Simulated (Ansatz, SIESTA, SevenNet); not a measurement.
# Random packing of 40Si3N4-60SiO2 (mol %): programs against cell size

Single points at Γ on cells of 69, 138 and 276 atoms, calculated with Ansatz 0.2.0, SIESTA 5.4.2 and SevenNet 0.

Smallest cell: 69 atoms (27 Si, 24 N, 18 O) packed at random in a cube at 2.52 g/cm³ and pushed apart as soft spheres, cations and anions kept from their own kind; a start for melting by ab initio MD, not an equilibrated structure. Then every atom was moved at random, 0.03 Å r.m.s. a Cartesian component.

Largest cell: 69 atoms (27 Si, 24 N, 18 O) packed at random in a cube at 2.52 g/cm³ and pushed apart as soft spheres, cations and anions kept from their own kind; a start for melting by ab initio MD, not an equilibrated structure. The cell was repeated 2 x 2 x 1. Then every atom was moved at random, 0.03 Å r.m.s. a Cartesian component.

The programs:
- SIESTA: numerical atomic orbitals, whose automatically made sets are far from complete, with PseudoDojo norm-conserving potentials that we converted to its format (checked against plane waves on the same files for H, C, O, Si, Ge and Ca alone); labels give functional, basis size, energy shift and mesh cutoff.
- SevenNet: machine-learned potential, published weights.
- Ansatz: Kohn-Sham DFT, PBE, PAW, PAW set soft_2, the reference where it ran.

Q: Predict time, memory and force differences at each size for: Ansatz plane waves; SIESTA PBE, SZ, shift 0.02 Ry, mesh 350 Ry; SIESTA PBE, DZP, shift 0.01 Ry, mesh 350 Ry; SevenNet 0 potential.

CPU time (Arm Neoverse V2, shared host; 4 to 4 cores a run):

| method | 69 atoms | 138 atoms | 276 atoms |
| --- | --- | --- | --- |
| Ansatz plane waves | 22 s | 1.7 min | - |
| SIESTA PBE, SZ, shift 0.02 Ry, mesh 350 Ry | 2.1 min | - | - |
| SIESTA PBE, DZP, shift 0.01 Ry, mesh 350 Ry | 7.1 min | 19 min | 2.4 h |
| SevenNet 0 potential | 7.1 s | 7.7 s | 9.9 s |

Peak memory (GiB):

| method | 69 atoms | 138 atoms | 276 atoms |
| --- | --- | --- | --- |
| Ansatz plane waves | 1.00 | 2.6 | - |
| SIESTA PBE, SZ, shift 0.02 Ry, mesh 350 Ry | 1.0 | - | - |
| SIESTA PBE, DZP, shift 0.01 Ry, mesh 350 Ry | 1.8 | 2.9 | 5.4 |
| SevenNet 0 potential | 0.86 | 1.2 | 1.8 |

Force difference from the reference run of the same size, per cent of its r.m.s. force:

| method | 69 atoms | 138 atoms | 276 atoms |
| --- | --- | --- | --- |
| Ansatz plane waves | ref. | ref. | - |
| SIESTA PBE, SZ, shift 0.02 Ry, mesh 350 Ry | 85 | - | - |
| SIESTA PBE, DZP, shift 0.01 Ry, mesh 350 Ry | 14 | 14 | - |
| SevenNet 0 potential | 34 | 34 | - |

CPU time is summed over cores on a shared host, where runs went side by side, so it is rough. Symmetry, cutoffs, thresholds, outputs and thread counts weren't matched or tuned between programs; memory under MPI is the largest rank's times the ranks.

A dash marks a run that wasn't made or didn't finish, or, in the force table, a size without a reference.

Each size is a configuration of its own, and Γ sampling tightens with size. Machine-learned potentials mimic data converged in k, so the reference's own k-point error enters their differences.

[Hosts, paths, dates, database ids (printed as entryN), source tags and the programs' standing remarks are cut or masked in the printed files.]
